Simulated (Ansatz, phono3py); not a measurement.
# Scattering channels in NaCl (Fm-3m), one at a time, part 3 of 5

Aim: with force constants in hand, see how mesh, solver, isotopes and boundaries change the conductivity of NaCl.

What experiment has found for this phase:
- thermal conductivity 7.1 W/m/K near room temperature (given in “Combining the AFLOW GIBBS and Elastic Libraries to efficiently and robustly screen thermo-mechanical properties of solids”, 2017, arXiv:1611.05714)
- thermal conductivity 7.1 W/m/K near room temperature (given in “Predicting the lattice thermal conductivity of solids by solving the Boltzmann transport equation: AFLOW - AAPL an automated, accurate and efficient framework”, 2017, arXiv:1611.05481)

phono3py 4.10.0; DFT LDA, scalar-relativistic, plane waves, PAW; PAW set soft_1; phono3py on Ansatz's force constants.

So far, κ at 300 K (W/m/K): step 2 (relaxation-time solution) 9.66; step 10 (q-mesh of the transport sums 23×23×23) 9.59; step 11 (q-mesh of the transport sums 29×29×29) 9.52; step 13 (boundary mean free path 0.01 micrometre) 3.96; step 14 (boundary mean free path 10 micrometre) 9.58.

The database entry behind the starting cell differs from later determinations by our own check (an axis about 0.4 % short against later determinations), so it need not match the best structure at ambient conditions.

## Step 15: Direct solution of the linearised equation, third order supercell 3×3×3, supercell 6×6×6

Solving the linearised equation directly keeps the heat that normal processes pass on between modes; it is dearer, so the mesh may be smaller.

Input file phono3py.yaml:

```yaml
phono3py:
  version: "4.10.0"
  frequency_unit_conversion_factor: 15.633302
  symmetry_tolerance: 1.00000e-05

physical_unit:
  atomic_mass: "AMU"
  length: "angstrom"

space_group:
  type: "Fm-3m"
  number: 225
  Hall_symbol: "-F 4 2 3"

primitive_matrix:
- [  1.000000000000000,  0.000000000000000,  0.000000000000000 ]
- [  0.000000000000000,  1.000000000000000,  0.000000000000000 ]
- [  0.000000000000000,  0.000000000000000,  1.000000000000000 ]

supercell_matrix:
- [   3,   0,   0 ]
- [   0,   3,   0 ]
- [   0,   0,   3 ]

# [primitive_cell block left out]
unit_cell:
  lattice:
  - [     0.000000000000000,     2.732237653900000,     2.732237653900000 ] # a
  - [     2.732237653900000,     0.000000000000000,     2.732237653900000 ] # b
  - [     2.732237653900000,     2.732237653900000,     0.000000000000000 ] # c
  points:
  - symbol: Na # 1
    coordinates: [  0.000000000000000,  0.000000000000000,  0.000000000000000 ]
    mass: 22.989769
    reduced_to: 1
  - symbol: Cl # 2
    coordinates: [  0.500000000000000,  0.500000000000000,  0.500000000000000 ]
    mass: 35.450000
    reduced_to: 2

# [supercell block left out]
phonon_supercell_matrix:
- [   6,   0,   0 ]
- [   0,   6,   0 ]
- [   0,   0,   6 ]

# [phonon_primitive_cell block left out]
# [phonon_supercell block left out]
nac:
  born_effective_charge:
  - # 1 (Na)
    - [  1.071467268649414,  0.000000000000000,  0.000000000000000 ]
    - [  0.000000000000000,  1.071467268649414,  0.000000000000000 ]
    - [  0.000000000000000,  0.000000000000000,  1.071467268649414 ]
  - # 2 (Cl)
    - [ -1.071467268649414,  0.000000000000000,  0.000000000000000 ]
    - [  0.000000000000000, -1.071467268649414,  0.000000000000000 ]
    - [  0.000000000000000,  0.000000000000000, -1.071467268649414 ]
  dielectric_constant:
    - [  2.665497813049287,  0.000000000000000,  0.000000000000000 ]
    - [  0.000000000000000,  2.665497813049287,  0.000000000000000 ]
    - [  0.000000000000000,  0.000000000000000,  2.665497813049287 ]
  unit_conversion_factor: 14.399645
```

Launch:

```bash
phono3py phono3py.yaml --mesh 19 19 19 --lbte --isotope --ts 100 300 600
```

What it wrote:

```text
[banner, memory and clock lines left out]
Rust backend (phonors) using rayon (8 threads).
Running in phono3py.load mode.
Spglib version 2.8.0
----------------------------- General settings -----------------------------
Run mode: conductivity-LBTE
HDF5 data compression filter: gzip
Crystal structure was read from "phono3py.yaml".
Supercell (dim): [3 3 3]
Phonon supercell (dim-fc2): [6 6 6]
Primitive matrix:
  [1. 0. 0.]
  [0. 1. 0.]
  [0. 0. 1.]
Spacegroup: Fm-3m (225)
Use -v option to watch primitive cell, unit cell, and supercell structures.
NAC parameters were read from "phono3py.yaml".
fc3 was read from "fc3.hdf5".
fc2 was read from "fc2.hdf5".
----------------------------- Force constants ------------------------------
Max drift of fc3: -0.00000000 (zzz) -0.00000000 (zzz) -0.00000000 (zzz)
Max drift of fc2: 0.00000000 (yy) 0.00000000 (yy)
--------------------------- Calculation settings ---------------------------
Non-analytical term correction (NAC): True
NAC unit conversion factor:  14.39964
BZ integration: Tetrahedron-method
Temperatures: 100.0  300.0  600.0
Cutoff frequency: 0.01
Mesh sampling: [ 19 19 19 ]
Generating grid system ... [ 19 19 19 ]
fc3-r2q-transformation over three atoms: True
--------------------------- Phonon calculations ----------------------------
  PRB 50, 13035(R) (1994), PRB 55, 10355 (1997)
  G-cutoff distance: 1.21, Number of G-points: 307, Lambda: 0.21
Running harmonic phonon calculations...
------------------- Lattice thermal conductivity (LBTE) -------------------
Running heat capacity calculations...
Running velocity calculations...
Running isotope scattering calculations with tetrahedron method...
======================= Grid point 0 (1/220) =======================
q-point: ( 0.00  0.00  0.00)
Boundary mean free path (millimeter): 1000.000
Mass variance parameters: 0.00e+00 5.83e-04
Number of triplets: 220
Frequency     group velocity (x, y, z)     |gv|
   0.000   (   0.000    0.000    0.000)    0.000
   0.000   (   0.000    0.000    0.000)    0.000
   0.000   (   0.000    0.000    0.000)    0.000
   5.646   (   0.000    0.000    0.000)    0.000
   5.646   (   0.000    0.000    0.000)    0.000
   5.646   (   0.000    0.000    0.000)    0.000
======================= Grid point 1 (2/220) =======================
q-point: ( 0.05  0.00  0.00)
Boundary mean free path (millimeter): 1000.000
Mass variance parameters: 0.00e+00 5.83e-04
Number of triplets: 670
Frequency     group velocity (x, y, z)     |gv|
   0.522   ( -17.962   17.962   17.962)   31.111
   0.522   ( -17.962   17.962   17.962)   31.111
   0.758   ( -26.108   26.108   26.108)   45.220
   5.630   (   1.034   -1.034   -1.034)    1.790
   5.630   (   1.034   -1.034   -1.034)    1.790
   8.067   (   1.214   -1.214   -1.214)    2.103
[217 grid points left out]
======================= Grid point 1647 (220/220) =======================
q-point: (-0.26  0.47  0.21)
Boundary mean free path (millimeter): 1000.000
Mass variance parameters: 0.00e+00 5.83e-04
Number of triplets: 1810
Frequency     group velocity (x, y, z)     |gv|
   3.408   (  -3.567   13.732    0.000)   14.188
   3.509   (   1.398  -12.499   -0.000)   12.576
   4.417   (  -2.299    9.246    0.000)    9.528
   5.135   (  -0.615   -6.762   -0.000)    6.790
   6.084   (   2.346    2.880    0.000)    3.714
   6.123   (   0.472   -3.023   -0.000)    3.060
=================== End of collection of collisions ===================
- Collision matrix shape (1, 3, 220, 6, 3, 220, 6, 3)
- Averaging collision matrix elements by phonon degeneracy [0.065s]
- Making collision matrix symmetric (Rust) [0.007s]
Diagonalize by scipy.linalg.lapack.dsyev sum=4.1e+01 d=-7.1e-15 [76.529s]
Pinv by ignoring 1026/3960 dims under abs(eig)<1.0e-08 (np.dot) [0.012s]
----------- Thermal conductivity (W/m-k) with tetrahedron method -----------
#  T(K)        xx         yy         zz         yz         xz         xy
  100.0      33.466     33.466     33.466      0.000     -0.000     -0.000
  (RTA)      28.763     28.763     28.763      0.000     -0.000     -0.000
Diagonalize by scipy.linalg.lapack.dsyev sum=1.1e+02 d=0.0e+00 [69.225s]
Pinv by ignoring 1026/3960 dims under abs(eig)<1.0e-08 (np.dot) [0.009s]
#  T(K)        xx         yy         zz         yz         xz         xy
  300.0      11.519     11.519     11.519      0.000     -0.000     -0.000
  (RTA)       9.665      9.665      9.665      0.000     -0.000     -0.000
Diagonalize by scipy.linalg.lapack.dsyev sum=2.3e+02 d=-8.5e-14 [66.382s]
Pinv by ignoring 1026/3960 dims under abs(eig)<1.0e-08 (np.dot) [0.009s]
#  T(K)        xx         yy         zz         yz         xz         xy
  600.0       5.883      5.883      5.883      0.000     -0.000     -0.000
  (RTA)       4.906      4.906      4.906      0.000     -0.000     -0.000
Thermal conductivity related properties were written into
"kappa-m191919.hdf5".
Eigenvalues of collision matrix were written into "coleigs-m191919.hdf5"
Summary of calculation was written in "phono3py.yaml".
```

Wall time 4 min (8 threads of Arm Neoverse V2, shared host); peak memory 0.52 GiB.

Numbers from this step:

| Item | Value |
| --- | --- |
| κ at 300 K | 11.52 W/m/K |
| κ xx, yy, zz at 300 K | 11.52, 11.52, 11.52 W/m/K |

W/m/K. Kappa, by row:

```
T (K)     xx     yy     zz  yz  xz  xy  RTA mean
  100  33.47  33.47  33.47   0   0   0     28.76
  300  11.52  11.52  11.52   0   0   0     9.665
  600  5.883  5.883  5.883   0   0   0     4.906
```

κ at 300 K goes from 9.66 in the base run to 11.5 W/(m K).

## Step 16: Adding coherences, third order supercell 3×3×3, supercell 6×6×6

Close branches can carry heat by tunnelling between them, which the particle picture leaves out.

phono3py.yaml is that of step 15.

Launch:

```bash
phono3py phono3py.yaml --mesh 19 19 19 --br --isotope --tt smm19 --ts 50 100 150 200 300 400 500 600 800
```

What it wrote:

```text
[banner, memory and clock lines left out]
Rust backend (phonors) using rayon (8 threads).
Running in phono3py.load mode.
Spglib version 2.8.0
----------------------------- General settings -----------------------------
Run mode: conductivity-RTA
HDF5 data compression filter: gzip
Crystal structure was read from "phono3py.yaml".
Supercell (dim): [3 3 3]
Phonon supercell (dim-fc2): [6 6 6]
Primitive matrix:
  [1. 0. 0.]
  [0. 1. 0.]
  [0. 0. 1.]
Spacegroup: Fm-3m (225)
Use -v option to watch primitive cell, unit cell, and supercell structures.
NAC parameters were read from "phono3py.yaml".
fc3 was read from "fc3.hdf5".
fc2 was read from "fc2.hdf5".
----------------------------- Force constants ------------------------------
Max drift of fc3: -0.00000000 (zzz) -0.00000000 (zzz) -0.00000000 (zzz)
Max drift of fc2: 0.00000000 (yy) 0.00000000 (yy)
--------------------------- Calculation settings ---------------------------
Non-analytical term correction (NAC): True
NAC unit conversion factor:  14.39964
BZ integration: Tetrahedron-method
Temperature:  50.0  100.0  150.0  200.0  300.0 ... 800.0
Cutoff frequency: 0.01
Mesh sampling: [ 19 19 19 ]
Generating grid system ... [ 19 19 19 ]
fc3-r2q-transformation over three atoms: True
Optional transport type: SMM19
--------------------------- Phonon calculations ----------------------------
  PRB 50, 13035(R) (1994), PRB 55, 10355 (1997)
  G-cutoff distance: 1.21, Number of G-points: 307, Lambda: 0.21
Running harmonic phonon calculations...
-------------------- Lattice thermal conductivity (RTA) --------------------
Running heat capacity calculations...
Running velocity calculations...
Running isotope scattering calculations with tetrahedron method...
======================= Grid point 0 (1/220) =======================
q-point: ( 0.00  0.00  0.00)
Boundary mean free path (millimeter): 1000.000
Mass variance parameters: 0.00e+00 5.83e-04
Number of triplets: 220
Frequency     group velocity (x, y, z)     |gv|
   0.000   (   0.000    0.000    0.000)    0.000
   0.000   (   0.000    0.000    0.000)    0.000
   0.000   (   0.000    0.000    0.000)    0.000
   5.646   (   0.000    0.000    0.000)    0.000
   5.646   (   0.000    0.000    0.000)    0.000
   5.646   (   0.000    0.000    0.000)    0.000
======================= Grid point 1 (2/220) =======================
q-point: ( 0.05  0.00  0.00)
Boundary mean free path (millimeter): 1000.000
Mass variance parameters: 0.00e+00 5.83e-04
Number of triplets: 670
Frequency     group velocity (x, y, z)     |gv|
   0.522   ( -17.962   17.962   17.962)   31.111
   0.522   ( -17.962   17.962   17.962)   31.111
   0.758   ( -26.108   26.108   26.108)   45.220
   5.630   (   1.034   -1.034   -1.034)    1.790
   5.630   (   1.034   -1.034   -1.034)    1.790
   8.067   (   1.214   -1.214   -1.214)    2.103
[217 grid points left out]
======================= Grid point 1647 (220/220) =======================
q-point: (-0.26  0.47  0.21)
Boundary mean free path (millimeter): 1000.000
Mass variance parameters: 0.00e+00 5.83e-04
Number of triplets: 1810
Frequency     group velocity (x, y, z)     |gv|
   3.408   (  -3.567   13.732    0.000)   14.188
   3.509   (   1.398  -12.499   -0.000)   12.576
   4.417   (  -2.299    9.246    0.000)    9.528
   5.135   (  -0.615   -6.762   -0.000)    6.790
   6.084   (   2.346    2.880    0.000)    3.714
   6.123   (   0.472   -3.023   -0.000)    3.060
=================== End of collection of collisions ===================
----------- Thermal conductivity (W/m-k) with tetrahedron method -----------
#          T(K)        xx         yy         zz         yz         xz         xy
K_intra    50.0      69.188     69.188     69.188      0.000     -0.000     -0.000
K_intra   100.0      28.763     28.763     28.763      0.000     -0.000     -0.000
K_intra   150.0      19.023     19.023     19.023      0.000     -0.000     -0.000
K_intra   200.0      14.344     14.344     14.344      0.000     -0.000     -0.000
K_intra   300.0       9.665      9.665      9.665      0.000     -0.000     -0.000
K_intra   400.0       7.300      7.300      7.300      0.000     -0.000     -0.000
K_intra   500.0       5.867      5.867      5.867      0.000     -0.000     -0.000
K_intra   600.0       4.906      4.906      4.906      0.000     -0.000     -0.000
K_intra   800.0       3.696      3.696      3.696      0.000     -0.000     -0.000

K_inter    50.0       0.130      0.130      0.130      0.000      0.000     -0.000
K_inter   100.0       0.071      0.071      0.071      0.000     -0.000     -0.000
K_inter   150.0       0.085      0.085      0.085      0.000     -0.000     -0.000
K_inter   200.0       0.100      0.100      0.100      0.000     -0.000     -0.000
K_inter   300.0       0.127      0.127      0.127      0.000     -0.000     -0.000
K_inter   400.0       0.149      0.149      0.149      0.000     -0.000     -0.000
K_inter   500.0       0.167      0.167      0.167      0.000     -0.000     -0.000
K_inter   600.0       0.183      0.183      0.183      0.000     -0.000     -0.000
K_inter   800.0       0.206      0.206      0.206      0.000     -0.000     -0.000

K_TOT      50.0      69.318     69.318     69.318      0.000     -0.000     -0.000
K_TOT     100.0      28.834     28.834     28.834      0.000     -0.000     -0.000
K_TOT     150.0      19.107     19.107     19.107      0.000     -0.000     -0.000
K_TOT     200.0      14.445     14.445     14.445      0.000     -0.000     -0.000
K_TOT     300.0       9.792      9.792      9.792      0.000     -0.000     -0.000
K_TOT     400.0       7.449      7.449      7.449      0.000     -0.000     -0.000
K_TOT     500.0       6.035      6.035      6.035      0.000     -0.000     -0.000
K_TOT     600.0       5.089      5.089      5.089      0.000     -0.000     -0.000
K_TOT     800.0       3.902      3.902      3.902      0.000     -0.000     -0.000

Thermal conductivity related properties were written into
"kappa-m191919.hdf5".
Summary of calculation was written in "phono3py.yaml".
```

It took 21 s on 8 threads; peak memory 0.28 GiB; 2.3 min of CPU time.

This step gave:

- κ at 300 K: 9.792 W/m/K
- κ xx, yy, zz at 300 K: 9.792, 9.792, 9.792 W/m/K

W/m/K. Kappa, by row:

```
T (K)     xx     yy     zz  yz  xz  xy  intra mean  inter mean
   50  69.32  69.32  69.32   0   0   0       69.19      0.1304
  100  28.83  28.83  28.83   0   0   0       28.76     0.07126
  150  19.11  19.11  19.11   0   0   0       19.02     0.08457
  200  14.44  14.44  14.44   0   0   0       14.34      0.1002
  300  9.792  9.792  9.792   0   0   0       9.665      0.1274
  400  7.449  7.449  7.449   0   0   0         7.3      0.1494
  500  6.035  6.035  6.035   0   0   0       5.867      0.1675
  600  5.089  5.089  5.089   0   0   0       4.906      0.1826
  800  3.902  3.902  3.902   0   0   0       3.696      0.2064
```

κ at 300 K goes from 9.66 in the base run to 9.79 W/(m K).

## Step 17: Gaussian smearing, third order supercell 3×3×3, supercell 6×6×6

A Gaussian replaces the tetrahedron method for energy conservation; its width must match the mesh.

phono3py.yaml is that of step 16.

Launch:

```bash
phono3py phono3py.yaml --mesh 19 19 19 --br --isotope --sigma 0.4 --ts 100 300 600
```

What it wrote:

```text
[banner, memory and clock lines left out]
Rust backend (phonors) using rayon (8 threads).
Running in phono3py.load mode.
Spglib version 2.8.0
----------------------------- General settings -----------------------------
Run mode: conductivity-RTA
HDF5 data compression filter: gzip
Crystal structure was read from "phono3py.yaml".
Supercell (dim): [3 3 3]
Phonon supercell (dim-fc2): [6 6 6]
Primitive matrix:
  [1. 0. 0.]
  [0. 1. 0.]
  [0. 0. 1.]
Spacegroup: Fm-3m (225)
Use -v option to watch primitive cell, unit cell, and supercell structures.
NAC parameters were read from "phono3py.yaml".
fc3 was read from "fc3.hdf5".
fc2 was read from "fc2.hdf5".
----------------------------- Force constants ------------------------------
Max drift of fc3: -0.00000000 (zzz) -0.00000000 (zzz) -0.00000000 (zzz)
Max drift of fc2: 0.00000000 (yy) 0.00000000 (yy)
--------------------------- Calculation settings ---------------------------
Non-analytical term correction (NAC): True
NAC unit conversion factor:  14.39964
BZ integration: Smearing=0.4
Temperature:  100.0  300.0  600.0
Cutoff frequency: 0.01
Mesh sampling: [ 19 19 19 ]
Generating grid system ... [ 19 19 19 ]
fc3-r2q-transformation over three atoms: True
--------------------------- Phonon calculations ----------------------------
  PRB 50, 13035(R) (1994), PRB 55, 10355 (1997)
  G-cutoff distance: 1.21, Number of G-points: 307, Lambda: 0.21
Running harmonic phonon calculations...
-------------------- Lattice thermal conductivity (RTA) --------------------
Running heat capacity calculations...
Running velocity calculations...
Running isotope scattering calculations sigma=0.4...
======================= Grid point 0 (1/220) =======================
q-point: ( 0.00  0.00  0.00)
Boundary mean free path (millimeter): 1000.000
Mass variance parameters: 0.00e+00 5.83e-04
Number of triplets: 220
Frequency     group velocity (x, y, z)     |gv|
   0.000   (   0.000    0.000    0.000)    0.000
   0.000   (   0.000    0.000    0.000)    0.000
   0.000   (   0.000    0.000    0.000)    0.000
   5.646   (   0.000    0.000    0.000)    0.000
   5.646   (   0.000    0.000    0.000)    0.000
   5.646   (   0.000    0.000    0.000)    0.000
======================= Grid point 1 (2/220) =======================
q-point: ( 0.05  0.00  0.00)
Boundary mean free path (millimeter): 1000.000
Mass variance parameters: 0.00e+00 5.83e-04
Number of triplets: 670
Frequency     group velocity (x, y, z)     |gv|
   0.522   ( -17.962   17.962   17.962)   31.111
   0.522   ( -17.962   17.962   17.962)   31.111
   0.758   ( -26.108   26.108   26.108)   45.220
   5.630   (   1.034   -1.034   -1.034)    1.790
   5.630   (   1.034   -1.034   -1.034)    1.790
   8.067   (   1.214   -1.214   -1.214)    2.103
[217 grid points left out]
======================= Grid point 1647 (220/220) =======================
q-point: (-0.26  0.47  0.21)
Boundary mean free path (millimeter): 1000.000
Mass variance parameters: 0.00e+00 5.83e-04
Number of triplets: 1810
Frequency     group velocity (x, y, z)     |gv|
   3.408   (  -3.567   13.732    0.000)   14.188
   3.509   (   1.398  -12.499   -0.000)   12.576
   4.417   (  -2.299    9.246    0.000)    9.528
   5.135   (  -0.615   -6.762   -0.000)    6.790
   6.084   (   2.346    2.880    0.000)    3.714
   6.123   (   0.472   -3.023   -0.000)    3.060
=================== End of collection of collisions ===================
----------- Thermal conductivity (W/m-k) for sigma=0.4 -----------
#  T(K)        xx         yy         zz         yz         xz         xy
  100.0      27.150     27.150     27.150      0.000     -0.000     -0.000
  300.0       9.025      9.025      9.025      0.000     -0.000     -0.000
  600.0       4.567      4.567      4.567      0.000     -0.000     -0.000

Thermal conductivity related properties and sigma 0.4
were written into "kappa-m191919-s0.4.hdf5".
Summary of calculation was written in "phono3py.yaml".
```

Run time: 18 s. Hardware: 8 threads; peak memory 0.28 GiB.

Numbers from this step:

- κ at 300 K: 9.025 W/m/K
- κ xx, yy, zz at 300 K: 9.025, 9.025, 9.025 W/m/K

W/m/K. Kappa, by row:

```
T (K)     xx     yy     zz  yz  xz  xy
  100  27.15  27.15  27.15   0   0   0
  300  9.025  9.025  9.025   0   0   0
  600  4.567  4.567  4.567   0   0   0
```

With a width of 0.4 THz κ at 300 K is 9.03 W/(m K), -6.6 % from the tetrahedron value; a width this large blurs energy conservation.

Between step 2 and this run (delta function Gaussian and sigma 0.4 THz) the value for the κ at 300 K moves from 9.66 W/m/K to 9.03 W/m/K (-7 %).

[end of part 3 of 5]

[Logs are printed without paths, hosts, clocks, repeated set-up lines and the standing remarks that a program may print on its own settings, such as how far it seeks lower states.]

[Hosts, paths, dates, database ids (printed as entryN), source tags and the programs' standing remarks are cut or masked in the printed files.]

[A step with changed settings may run another functional than the one named; its input shows which.]
